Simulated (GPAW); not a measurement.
Computed results, one entry a study.

```json
{"subject": "Mg2NCl (R-3m): G0W0 with GPAW, start to end", "lattice_ang": [[1.6607, 0.9588, 6.003], [-1.6607, 0.9588, 6.003], [0.0, -1.9176, 6.003]], "atoms": [["Mg", 0.2228, 0.2228, 0.2228], ["Mg", 0.7772, 0.7772, 0.7772], ["N", 0.5, 0.5, 0.5], ["Cl", 0.0, 0.0, 0.0]], "method": "DFT, LDA, plane waves, PAW (and 1 further level or step)", "program": "GPAW 26.7.0", "settings_of_one_run": "cutoff 600 eV, GPAW PAW setups 1.2.1 data release, 4×4×4 k-mesh, nbands 273", "cost": "4 runs, 5.5 min in all on 4 MPI ranks of Arm Neoverse V1, shared host (the runs of this entry)", "notes": "The cell and positions are those that the Materials Project relaxed with its own functionals (PBE, PBE+U or r2SCAN), kept fixed. Bands and cutoff are finite, so the gap is not at the basis limit. The miss can reach some tenths of an eV and take either sign; the mesh is an error of its own.", "results": {"lda_gap": "2.16 eV, direct", "g0w0_gap_on_the_mesh": "3.44 eV", "gw_settings": "4×4×4 mesh, 122 bands, screening to 96 eV, Godby-Needs plasmon pole", "known_limits": "not at the basis limit"}}
```

[Paths, hosts, dates, memory and timing lines, banners, echoed tables and standing remarks are left out of the program output.]

[Logs are printed without paths, hosts, clocks, repeated set-up lines and the standing remarks that a program may print on its own settings, such as how far it seeks lower states.]

[Runs of the session that timed out or met a known fault of the program may be left out.]

[Hosts, paths, dates, database ids (printed as entryN), source tags and the programs' standing remarks are cut or masked in the printed files.]
